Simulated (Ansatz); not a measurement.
# Ge chain started as a dimerised line: one chain at several levels of theory, part 2 of 2

How many channels does the Ge chain started as a dimerised line carry, and how sure is the answer?

Ansatz 0.2.0; DFT PBE, plane waves, PAW; relaxation of a chain's period (the session's first sound run).

So far, conductance of the lead as this run defines it (G₀): 3.00 in steps 3, 5 and 7.

## (8) The relaxed wire, cutoff 500 eV

This step: DFT r2SCAN, plane waves, PAW; relaxation of a chain's period (Ansatz 0.2.0).

The relaxation is repeated under another functional. r2SCAN also reads the kinetic-energy density; it often gives larger moments and wider gaps than PBE, at a higher cost. Against the first PBE run of this kind, the cutoff is 500 eV against 420.

File input.yaml:

```yaml
crystal:
  lattice:
    - [7.5, 0.0, 0.0]
    - [0.0, 7.5, 0.0]
    - [0.0, 0.0, 4.56]
  atoms:
    - { symbol: Ge, position: [0.5, 0.5, 0.0], spin: 0.3 }
    - { symbol: Ge, position: [0.5, 0.5, 0.45], spin: 0.3 }
magnetization:
  spin_polarized: true
kpoints:
  mp_grid: { grid: [1, 1, 18] }
scf:
  occupations: { method: fermi_dirac, width: 0.05 }
hamiltonian:
  xc: r2scan
relax:
  cell: { fix: [a, b, alpha, beta, gamma] }
  max_steps: 60
```

On the command line:

```console
$ ansatz run input.yaml --threads 4 --pin off --max-ram 8192MiB --backend cpu --events-out ev --progress --plain --runs-dir out
```

Elapsed: 42 s, on 4 threads of Arm Neoverse V2, shared host; peak memory 1.1 GiB.

Relaxation path:

```
step  energy less that of the first step (eV)  largest force component (eV/Å)  pressure (GPa)  volume (Å³)
   1                                   0.0000                          4.3261            1.20       256.50
   2                                  -0.4464                          0.8340            0.52       258.66
   3                                  -0.4791                          0.2584            0.20       261.36
   4                                  -0.4824                          0.0010            0.07       262.56
   5                                  -0.4825                          0.0000            0.10       262.30
  6*                                  -0.4829                          0.0000            0.10       262.30
```

Relaxation steps marked * repeat the geometry before them on a plane-wave basis chosen anew for their cell, so energy and pressure can jump there.

Forces are held to the 16 operations that the run works with; a distortion that breaks them can't arise in this run.

```
cell as run  before  after  change
      c (Å)   4.560  4.663  +2.3 %
```

The atoms that moved most (Å, along periodic axes as changes of fractional coordinates times the final cell, across vacuum about the mean position):

```
atom     dx     dy      dz  length
 Ge1  0.000  0.000  -0.117   0.117
 Ge2  0.000  0.000   0.117   0.117
```

Final coordinates:

```
Ge
1.0
     7.50000    0.00000    0.00000
     0.00000    7.50000    0.00000
     0.00000    0.00000    4.66315
Ge
2
Direct
  0.50000 0.50000 0.97500
  0.50000 0.50000 0.47500
```

The cell's length comes to 4.663 Å, -1.1 % against the first run, with no moment. The two atoms stand evenly on a line, so the true period is half of it.

## (9) Bands of the perfect wire, level r2SCAN, cutoff 500 eV

This step: DFT r2SCAN, plane waves, PAW; channels and complex bands of a perfect chain (Ansatz 0.2.0).

The channels are counted again under r2SCAN, at the period that it gave. Its window is narrower, to save time.

File input.yaml:

```yaml
crystal:
  lattice:
    - [7.5, 0.0, 0.0]
    - [0.0, 7.5, 0.0]
    - [0.0, 0.0, 4.6631539978]
  atoms:
    - { symbol: Ge, position: [0.5, 0.5, 0.974999751] }
    - { symbol: Ge, position: [0.5, 0.5, 0.475000249] }
kpoints:
  mp_grid: { grid: [1, 1, 18] }
  band_path: { path: ["Γ", Z], npoints: 60 }
scf:
  occupations: { method: fermi_dirac, width: 0.05 }
hamiltonian:
  xc: r2scan
output:
  transmission:
    e_range: [-0.7, 0.7]
    de: 0.035
    kmesh: [1, 1]
    reduced_basis: true
    leads: [[0, 0]]
  dos: { projected: true, e_range: [-6, 4] }
```

Run time: 16 s. Hardware: 4 threads; peak memory 0.91 GiB.

The open channels of the lead, one spin stays at 3 for energy from -0.7 to 0.7 eV.

At the computed energy nearest the Fermi level there are 3 channels a spin, and the thermal average gives 3.00 G₀.

## (10) The series together

Times are for 4 threads of Arm Neoverse V2, shared host. The series side by side:

```
no.   level  conductance of the lead as this run defines it (G₀)  time  memory (GiB)
  1     PBE                                                3.000  12 s          0.51
  2     LDA                                                3.000  12 s           0.5
  3  PBEsol                                                3.000  11 s          0.51
  4  r2SCAN                                                3.000  16 s          0.91
```

## (11) Relaxation of atoms and period, cutoff 1080 eV

This step: DFT PBE, plane waves, PAW (JTH); relaxation of a chain's period (Ansatz 0.2.0).

The same functional on other atomic datasets tests how far the result hangs on the treatment of the cores. Against the first PBE run of this kind, the cutoff is 1080 eV against 420.

File input.yaml:

```yaml
crystal:
  lattice:
    - [7.5, 0.0, 0.0]
    - [0.0, 7.5, 0.0]
    - [0.0, 0.0, 4.56]
  atoms:
    - { symbol: Ge, position: [0.5, 0.5, 0.0], spin: 0.3 }
    - { symbol: Ge, position: [0.5, 0.5, 0.45], spin: 0.3 }
magnetization:
  spin_polarized: true
kpoints:
  mp_grid: { grid: [1, 1, 18] }
scf:
  occupations: { method: fermi_dirac, width: 0.05 }
hamiltonian:
  xc: pbe
  pseudopotentials: { kind: paw, source: jth }
relax:
  cell: { fix: [a, b, alpha, beta, gamma] }
  max_steps: 60
```

Elapsed: 47 s, on 4 threads; peak memory 1.3 GiB.

The cell's length comes to 4.716 Å, +0.0 % against the first run, with no moment. The two atoms stand evenly on a line, so the true period is half of it.

## (12) Relaxing the period

This step: DFT PBE, plane waves, PAW; relaxation of a chain's period (Ansatz 0.2.0).

No moment formed, so a run without spin should agree; this checks it and saves time.

input.yaml, the sections that differ from step 11:

```yaml
crystal:
  lattice:
    - [7.5, 0.0, 0.0]
    - [0.0, 7.5, 0.0]
    - [0.0, 0.0, 4.56]
  atoms:
    - { symbol: Ge, position: [0.5, 0.5, 0.0] }
    - { symbol: Ge, position: [0.5, 0.5, 0.45] }
hamiltonian:
  xc: pbe
# kpoints, scf, relax: as in step 11
# magnetization: removed
```

Elapsed: 4.1 s, on 4 threads; peak memory 0.49 GiB.

The cell's length comes to 4.714 Å, +0.0 % against the first run, with spin left out. The two atoms stand evenly on a line, so the true period is half of it.

## (13) Side by side

Times are for 4 threads of Arm Neoverse V2, shared host. The series side by side:

```
no.           level  cell length along the wire (Å)   time  memory (GiB)
  1             PBE                           4.714   11 s          0.54
  2             LDA                           4.625  8.8 s          0.49
  3          PBEsol                           4.666   10 s          0.54
  4          r2SCAN                           4.663   42 s           1.1
  5  PBE, JTH files                           4.716   47 s           1.3
  6    PBE, no spin                           4.714  4.1 s          0.49
```

## (14) With spin-orbit coupling

This step: DFT PBE, plane waves, fully relativistic PAW; channels of a perfect chain with spin-orbit coupling (Ansatz 0.2.0).

Spin-orbit coupling mixes the spins and splits bands that cross or touch without it, so it can open or close channels. Fully relativistic datasets take the place of the scalar ones. The window is narrow, since spinor matrices are twice as large.

File input.yaml:

```yaml
crystal:
  lattice:
    - [7.5, 0.0, 0.0]
    - [0.0, 7.5, 0.0]
    - [0.0, 0.0, 4.7142850321]
  atoms:
    - { symbol: Ge, position: [0.5, 0.5, 0.975002319] }
    - { symbol: Ge, position: [0.5, 0.5, 0.474997681] }
kpoints:
  mp_grid: { grid: [1, 1, 17] }
  band_path: { path: ["Γ", Z], npoints: 60 }
scf:
  occupations: { method: fermi_dirac, width: 0.05 }
hamiltonian:
  xc: pbe
  pseudopotentials: { kind: paw_fr }
output:
  transmission:
    e_range: [-0.42, 0.42]
    de: 0.035
    kmesh: [1, 1]
    reduced_basis: false
    leads: [[0, 0]]
magnetization:
  noncollinear: true
  spin_orbit: true
```

The job ended after 5.4 min (4 threads; peak memory 3.9 GiB; 18 min of CPU time).

Numbers from this step:

| Item | Value |
| --- | --- |
| energy at zero smearing | -8587.0724 eV |
| channels at the energy nearest the Fermi level, both spins | 6 |

The open channels of the lead, both spins stays at 6 for energy from -0.42 to 0.42 eV.

The slowest values at each energy, most degenerate partners merged, listed up to 1.5 1/Å. The Im kz of the slowest decaying states by energy, zero at the Fermi level:

```
energy (eV)  decay 1 (Å⁻¹)  decay 2 (Å⁻¹)  decay 3 (Å⁻¹)  decay 4 (Å⁻¹)
     -0.420           1.01           1.20           1.34           1.36
     -0.385           1.01           1.19           1.34           1.35
     -0.350           1.00           1.19           1.33           1.35
     -0.315          0.998           1.18           1.33           1.35
     -0.280          0.993           1.18           1.33           1.34
     -0.245          0.989           1.18           1.32           1.34
     -0.210          0.984           1.17           1.32           1.34
     -0.175          0.979           1.17           1.32           1.33
     -0.140          0.974           1.16           1.31           1.33
     -0.105          0.970           1.16           1.31           1.33
     -0.070          0.965           1.16           1.31           1.32
     -0.035          0.960           1.15           1.30           1.32
      0.000          0.955           1.15           1.30           1.32
      0.035          0.950           1.14           1.29           1.31
      0.070          0.945           1.14           1.29           1.31
      0.105          0.940           1.14           1.29           1.31
      0.140          0.935           1.13           1.28           1.30
      0.175          0.930           1.13           1.28           1.30
      0.210          0.925           1.12           1.28           1.30
      0.245          0.920           1.12           1.27           1.29
      0.280          0.915           1.12           1.27           1.29
      0.315          0.910           1.11           1.27           1.29
      0.350          0.905           1.11           1.26           1.28
      0.385          0.899           1.10           1.26           1.28
      0.420          0.894           1.10           1.25           1.27
```

Electronic bands along the path, in eV, zero at the Fermi level:

```
  point  band 25  band 26  band 27  band 28  band 29  band 30  band 31  band 32
      Γ    -3.05    -3.05    -1.17    -1.17    -1.05    -1.05     3.41     3.41
halfway    -0.73    -0.73    -0.61    -0.61     0.74     0.74     2.55     2.55
      Z     0.55     0.55     0.55     0.55     0.68     0.68     0.68     0.68
```

At the computed energy nearest the Fermi level there are 6 spinor channels, and the thermal average gives 3.00 G₀.

## (15) A varied input

This step: DFT PBE, plane waves, PAW; channels and complex bands of a perfect chain; changed: kpoints.mp_grid.grid = [1, 1, 6] (Ansatz 0.2.0).

The atoms of the run on the perfect lead (PBE) are kept and the input is varied, to see whether the result depends on it. The ELF is not written this time.

input.yaml, the sections that differ from step 14:

```yaml
kpoints:
  mp_grid: { grid: [1, 1, 6] }
  band_path: { path: ["Γ", Z], npoints: 60 }
hamiltonian:
  xc: pbe
output:
  transmission:
    e_range: [-2, 2]
    de: 0.035
    kmesh: [1, 1]
    reduced_basis: true
    leads: [[0, 0]]
  dos: { projected: true, e_range: [-6, 4] }
  write_potential: true
  write_density: true
  volumetric_format: npy
# crystal, scf: as in step 14
# magnetization: removed
```

Wall time 13 s (4 threads); peak memory 0.5 GiB.

Residual by cycle:

cycle, log10 residual and a bar from the least value:
```
        1       -1.6 ##############################
        2       -2.5 ##########################
        3       -2.7 #########################
        4       -3.7 #####################
        5       -5.6 #############
        6       -7.2 ######
        7       -8.7
```

The run finished with changed settings (kpoints.mp_grid.grid = [1, 1, 6]); it serves as a test.

## (16) Summary of results

- cell length, PBE: 4.714 Å
- cell length, LDA: 4.625 Å
- cell length, PBEsol: 4.666 Å
- cell length, r2SCAN: 4.663 Å
- cell length, PBE, JTH files: 4.716 Å
- cell length, PBE, no spin: 4.714 Å
- conductance, PBE: 3.00 G₀
- conductance, LDA: 3.00 G₀
- conductance, PBEsol: 3.00 G₀
- conductance, r2SCAN: 3.00 G₀
- conductance, with spin-orbit coupling: 3.00 G₀

What this shows: Under PBE the cell's length is 4.71 Å, no moment survives, and it is a metal with 3 channels a spin next to the Fermi level, 3.00 G₀ at 300 K. The cell's length spans 1.9 % over the functionals, shortest under LDA and longest under PBE. A perfect wire passes every open channel, so the conductance counts half a G₀ for each forward-moving state at the Fermi level, spin by spin. At the relaxed period it is a straight line with bonds of 2.36 Å, as the straight start enforces by symmetry. Transport is coherent and elastic here: the atoms are frozen, so scattering by vibrations plays no part.

[Logs are printed without paths, hosts, clocks, repeated set-up lines and the standing remarks that a program may print on its own settings, such as how far it seeks lower states.]

[Hosts, paths, dates, database ids (printed as entryN), source tags and the programs' standing remarks are cut or masked in the printed files.]
